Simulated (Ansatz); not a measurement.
# A hypothetical structure for LaTi2Co2, part 2 of 2

Starting from a made-up structure for LaTi2Co2, the aim is the relaxed cell, its shortest contacts and, where a second run follows, its electronic structure.

Ansatz 0.2.0; DFT, PBE, plane-wave PAW, files of the set soft_1, scalar-relativistic, ferromagnetic start, cell and ions relaxed at zero pressure; PAW set soft_1 (the session's first sound run).

So far: Starting point; Relaxing cell and atoms. The relaxed cell has a = 4.314, c = 10.208 Å (conventional setting).

## 3. Bands of the relaxed cell

A second self-consistent run takes a narrower smearing and the mesh shown in its input; the bands follow along the standard path of the relaxed lattice.

This step: DFT, PBE, plane-wave PAW, files of the set soft_1, scalar-relativistic, no spin, bands and density of states at the relaxed cell; PAW set soft_1 (Ansatz 0.2.0).

The input, input.yaml:

```yaml
crystal:
  lattice:
    - [-2.1569000374, 2.1569000374, 5.1041810139]
    - [2.1569000374, -2.1569000374, 5.1041810139]
    - [2.1569000374, 2.1569000374, -5.1041810139]
  atoms:
    - { symbol: La, position: [0.0, 0.0, 0.0] }
    - { symbol: Co, position: [0.25, 0.75, 0.5] }
    - { symbol: Co, position: [0.75, 0.25, 0.5] }
    - { symbol: Ti, position: [0.3442849875, 0.3442849875, 0.0] }
    - { symbol: Ti, position: [0.6557150125, 0.6557150125, 0.0] }
kpoints:
  mp_grid: { grid: [10, 10, 10] }
  band_path:
    path:
      - [[0.0, 0.0, 0.0], [0.5, -0.5, 0.0], [0.5, -0.5, 0.08928488], [0.29464244, -0.29464244, 0.29464244], [0.0, 0.0, 0.0], [0.5, 0.5, -0.5], [0.70535756, 0.29464244, -0.29464244], [0.5, 0.0, 0.0], [0.75, -0.25, -0.25], [0.91071512, 0.08928488, -0.5], [0.5, 0.5, -0.5]]
      - [[0.5, -0.5, 0.0], [0.75, -0.25, -0.25]]
    npoints: 7
scf:
  occupations: { method: fermi_dirac, width: 0.03 }
  n_extra_bands: 9
hamiltonian:
  xc: pbe
  pseudopotentials: { kind: paw, azcp: { folder: soft_1 } }
output:
  forces: true
  stress: true
  write_bands: true
  dos: { projected: true }
  write_density: true
  write_potential: true
  elf: true
  volumetric_format: npy
```

On the command line:

```
$ ansatz run input.yaml --threads 4 --pin off --max-ram 8192MiB --backend cpu --events-out ev --progress --plain --runs-dir out
```

Numbers of over 12 decimals in the logs are rounded to 6 here.

The program printed:

```text
La: projections on atomic orbitals take those of the free atom [Kr 4d10] 4f0 5s2 5p6 5d1 6s2, of charge +0.00 (hamiltonian.pseudopotentials.projection_atoms); the dataset's partial waves leave at most 1.9e-5 of an orbital's norm unspanned inside its sphere
[...]
Crystal: 5 atoms, lattice volume = 94.983 Å³
Basis set: ecut = 420 eV, 1857 PW (Γ), exchange–correlation on 80×80×80 points (8 copies of the dense FFT grid, shifted against one another)
Bands: 44, of which v1, the nominal top of the filled ones, is band 35 counted from 1 (34 counted from 0)
Symmetry: 16 space group operations
[...]
k-points: 102 of 1000
[...]
SCF iter   1: F=—  HF=-21502.227260 eV  |F-HF|=—  |Δ(HF+E_count)|=         —  Δρ=5.54e-2  dr2=2.06e0  ethr=3.10e-3  ⟨swp⟩=6.6  Hψ=17497  notcnv=0
[...]
SCF iter   9: F=-21501.958256 eV  HF=-21501.958256 eV  |F-HF|=2.19e-8  |Δ(HF+E_count)|=   6.43e-9  Δρ=8.47e-6  dr2=7.04e-8  ethr=1.45e-10  ⟨swp⟩=15.6  Hψ=37568  notcnv=0
SCF 1 converged in 9 iterations: F = -21501.958256 eV  dr2 = 7.04e-8
[...]
NSCF: frozen V_eff on 79 k-points
SCF converged after 9 iterations
Free energy (F): -21501.958256 eV
[...]
Internal energy: -21501.933738 eV  (E = F + TS)
E sigma→0 (E₀):  -21501.945997 eV
Entropy (-TS):   -0.024519 eV (-4.904 meV/atom)
Fermi energy:    13.136616 eV
[...]
--- Forces (eV/Å), atoms counted from 1 ---
  atom   1  La    -0.00000000     0.00000000     0.00000000
  atom   2  Co    -0.00000000     0.00000000    -0.00000000
  atom   3  Co     0.00000000     0.00000000     0.00000000
  atom   4  Ti     0.00000000    -0.00000000    -0.02892739
  atom   5  Ti    -0.00000000    -0.00000000     0.02892739
  max |Σ_I F_I| component: 6.94e-18 eV/Å
--- Stress (GPa, compression-positive) ---
       -0.000702      -0.000000      -0.000000
       -0.000000      -0.000702       0.000000
       -0.000000       0.000000      -0.022659
  P = ⅓ Tr σ = -0.0080 GPa (-0.080 kbar)
--- Band table (eV; the first three rows and the last of 102) ---
  k-point 0: bands = [... 31 lower, 12.6142, 12.6393, 12.7445, 12.7454, 12.8018, 12.8018, 13.8350, 13.8350, ... 5 higher]
  k-point 1: bands = [... 31 lower, 12.2149, 12.5034, 12.7291, 12.8265, 13.0848, 13.5575, 13.6969, 14.1339, ... 5 higher]
  k-point 2: bands = [... 31 lower, 12.0527, 12.5067, 12.8640, 12.9691, 13.5091, 13.5204, 14.2621, 14.6939, ... 5 higher]
  k-point 101: bands = [... 31 lower, 12.5487, 12.6142, 12.7095, 12.8120, 12.8120, 13.9183, 14.2206, 14.2865, ... 5 higher]
```

Run time: 10 s. Hardware: 4 threads of Arm Neoverse V2, shared host; peak memory 0.7 GiB.

This step gave:

```yaml
free_energy: -21501.9583 eV
energy_at_zero_smearing: -21501.9460 eV
smearing_term_ts: 0.02452 eV
pressure: -0.008021 GPa
```

From bands.tsv, the bands that come nearest the Fermi level along the path, at its corners, in eV from the Fermi level:

```
point  band 31  band 32  band 33  band 34  band 35  band 36  band 37  band 38
    Γ    -0.63    -0.52    -0.50    -0.39    -0.39    -0.33    -0.33     0.70
    X    -1.59    -1.13    -0.17    -0.07     0.16     0.20     0.64     1.53
    Y    -1.53    -1.53    -0.18     0.05     0.08     0.31     0.44     1.39
    S    -1.31    -1.29    -0.94    -0.32     0.03     0.18     0.84     1.09
    Γ    -0.63    -0.52    -0.50    -0.39    -0.39    -0.33    -0.33     0.70
    Z    -0.99    -0.59    -0.52    -0.43    -0.32    -0.32     0.78     1.08
   S1    -1.31    -1.29    -0.94    -0.32     0.03     0.18     0.84     1.09
    N    -1.35    -1.33    -0.98    -0.16    -0.01     0.60     0.61     1.10
    P    -1.71    -1.55    -0.07    -0.07     0.03     0.65     0.65     1.65
   Y1    -1.53    -1.53    -0.18     0.05     0.08     0.31     0.44     1.39
    Z    -0.99    -0.59    -0.52    -0.43    -0.32    -0.32     0.78     1.08
    X    -1.59    -1.13    -0.17    -0.07     0.16     0.20     0.64     1.53
    P    -1.71    -1.55    -0.07    -0.07     0.03     0.65     0.65     1.65
```

States per cell as run, both spins, in windows of 1 eV, from dos.tsv (zero at the Fermi level): Near the top, bands beyond those computed are missing, so counts there can be too low.

```csv
from,to,total
-8,-7,0.00
-7,-6,0.00
-6,-5,0.29
-5,-4,1.03
-4,-3,2.51
-3,-2,9.38
-2,-1,10.61
-1,0,5.19
0,1,5.77
```

A further 40.0 states lie below the table's range.

Valence density in the ac plane of the conventional cell at fractional y = 0.000, with atoms of La and Co and Ti within 0.2 Å of it. It is the smooth field of the valence electrons, not physical close to the nuclei.

Ten steps, logarithmic in the rise over the least value, from '_' (0 e/Å³) to '@' (37 e/Å³), each cell a mean:
```
------::____________..::----
----::..______________..::--
....____________________....
__________........__________
________..--++**==::________
..____..::++@@@@##==..______
==--....::++%%@@##--....::==
##**--....::--==--....::==**
##**--..______________::++**
++--..________________..::==
....______________________..
____________________________
____________________________
::..____________________..::
**++::..______________..==++
##**==................::++##
**++--....--++**==::..::==**
::::....::++@@@@##==......::
________::++%%@@##--..______
________..::----::..________
____________________________
::::..__________________..::
----::..______________::----
------::____________..::----
```
Columns run along a (4.3 Å), rows up along c (10.2 Å), edges of the conventional cell, whose origin can differ from the input's. Atoms in or near the plane, at fractional coordinates: La at (0.00, 0.00), Co at (0.50, 0.25), Co at (0.50, 0.75), Ti at (0.00, 0.34), Ti at (0.00, 0.66).

Electrostatic potential energy in the ac plane of the conventional cell at fractional y = 0.000, with atoms of La and Co and Ti within 0.2 Å of it. With pseudopotentials it is smooth inside the atoms' cores, unlike the true potential.

Ten even steps from '0' (-32 eV) to '9' (16 eV), each cell a mean:
```
41158999997313
12478999998631
67899999999876
99999877899999
99998411269999
78885000027887
23686100037753
00378643578510
00379999998510
23589999999742
78899999999987
99999999999999
99999999999999
56899999999875
01479999998621
00268877888510
01477411268620
45785000027865
89996100038998
99998643579999
88999999999988
45789999999865
11368999997521
62158999987314
```
Columns run along a (4.3 Å; values clipped at the 3rd and 97th percentile), rows up along c (10.2 Å), edges of the conventional cell, whose origin can differ from the input's. Atoms in or near the plane, at fractional coordinates: La at (0.00, 0.00), Co at (0.50, 0.25), Co at (0.50, 0.75), Ti at (0.00, 0.34), Ti at (0.00, 0.66).

ELF in the ac plane of the conventional cell at fractional y = 0.000, with atoms of La and Co and Ti within 0.2 Å of it. It is the smooth field of the valence electrons, not physical close to the nuclei.

Values, 24 rows by 14 columns, each cell a mean:
```
0.28 0.56 0.78 0.66 0.27 0.12 0.19 0.23 0.15 0.14 0.45 0.77 0.74 0.41
0.75 0.76 0.69 0.42 0.18 0.20 0.33 0.37 0.27 0.16 0.25 0.56 0.76 0.76
0.50 0.43 0.29 0.18 0.21 0.30 0.36 0.38 0.35 0.26 0.18 0.21 0.35 0.47
0.13 0.14 0.19 0.23 0.24 0.23 0.22 0.22 0.22 0.23 0.24 0.21 0.16 0.13
0.12 0.18 0.27 0.26 0.20 0.25 0.34 0.36 0.29 0.21 0.22 0.29 0.23 0.14
0.15 0.14 0.21 0.25 0.24 0.37 0.60 0.69 0.48 0.29 0.23 0.25 0.17 0.15
0.58 0.42 0.22 0.22 0.27 0.34 0.51 0.58 0.43 0.30 0.25 0.21 0.31 0.52
0.69 0.70 0.48 0.23 0.28 0.28 0.26 0.27 0.27 0.29 0.25 0.31 0.61 0.70
0.66 0.72 0.53 0.22 0.30 0.37 0.29 0.27 0.33 0.36 0.22 0.33 0.67 0.70
0.63 0.52 0.27 0.14 0.28 0.43 0.43 0.42 0.44 0.38 0.20 0.16 0.39 0.59
0.32 0.28 0.23 0.26 0.33 0.36 0.33 0.33 0.35 0.36 0.30 0.24 0.24 0.30
0.61 0.59 0.57 0.52 0.42 0.31 0.23 0.21 0.26 0.36 0.47 0.55 0.58 0.60
0.45 0.45 0.44 0.44 0.40 0.32 0.26 0.24 0.28 0.35 0.42 0.44 0.44 0.45
0.40 0.30 0.17 0.18 0.31 0.39 0.39 0.38 0.39 0.36 0.24 0.16 0.23 0.36
0.70 0.65 0.39 0.16 0.29 0.43 0.40 0.38 0.43 0.39 0.20 0.23 0.53 0.68
0.64 0.72 0.56 0.24 0.29 0.32 0.25 0.23 0.28 0.34 0.24 0.35 0.68 0.69
0.71 0.64 0.39 0.22 0.27 0.30 0.34 0.36 0.31 0.29 0.25 0.25 0.52 0.70
0.39 0.28 0.19 0.23 0.26 0.37 0.59 0.68 0.48 0.30 0.25 0.20 0.20 0.34
0.11 0.15 0.25 0.25 0.22 0.33 0.51 0.58 0.43 0.26 0.22 0.27 0.20 0.12
0.12 0.16 0.25 0.26 0.21 0.21 0.25 0.26 0.24 0.20 0.23 0.27 0.21 0.14
0.20 0.19 0.17 0.19 0.24 0.27 0.27 0.26 0.27 0.26 0.22 0.18 0.18 0.20
0.69 0.62 0.44 0.23 0.18 0.28 0.39 0.41 0.34 0.22 0.18 0.32 0.54 0.66
0.62 0.74 0.77 0.54 0.20 0.15 0.27 0.31 0.21 0.15 0.34 0.68 0.78 0.67
0.12 0.46 0.78 0.70 0.30 0.11 0.16 0.20 0.13 0.15 0.50 0.79 0.67 0.25
```
Columns run along a (4.3 Å), rows up along c (10.2 Å), edges of the conventional cell, whose origin can differ from the input's. Atoms in or near the plane, at fractional coordinates: La at (0.00, 0.00), Co at (0.50, 0.25), Co at (0.50, 0.75), Ti at (0.00, 0.34), Ti at (0.00, 0.66).

## 4. Summary of results

* space group, relaxed: I4/mmm
* conventional cell: a = 4.314, b = 4.314, c = 10.208 Å; α = 90.0°, β = 90.0°, γ = 90.0°
* volume per atom: 19.00 Å³ (guess 16.19)
* total moment: 0.00 μB in the cell of 5 atoms

LaTi2Co2 relaxes to I4/mmm with a = 4.314, b = 4.314 and c = 10.208 Å. The guessed volume was 15 % too small. The space group I4/mmm was held in the relaxation, so the end point is a stationary structure within it and may be a saddle against distortions or other arrangements. The moments died out from this one start and weren't seeded again at the relaxed cell. Bands cross the Fermi level, so it is a metal or semimetal at this level. The electron count is odd, which forces that without spin polarisation or a larger cell. On the 10×10×10 mesh with the narrower smearing (relaxed on 9×9×9) the largest force component is 0.029 eV/Å and the largest stress component is 0.023 GPa, against the relaxation's thresholds of 0.015 eV/Å and 0.05 GPa. The cutoff wasn't tested. Spin-orbit coupling is left out, which can matter for elements this heavy. No dispersion term is used, so weakly bound directions may come out too long. Nothing here tests whether the compound is stable against decomposition.

[Logs are printed without paths, hosts, clocks, repeated set-up lines and the standing remarks that a program may print on its own settings, such as how far it seeks lower states.]

[Hosts, paths, dates, database ids (printed as entryN), source tags and the programs' standing remarks are cut or masked in the printed files.]
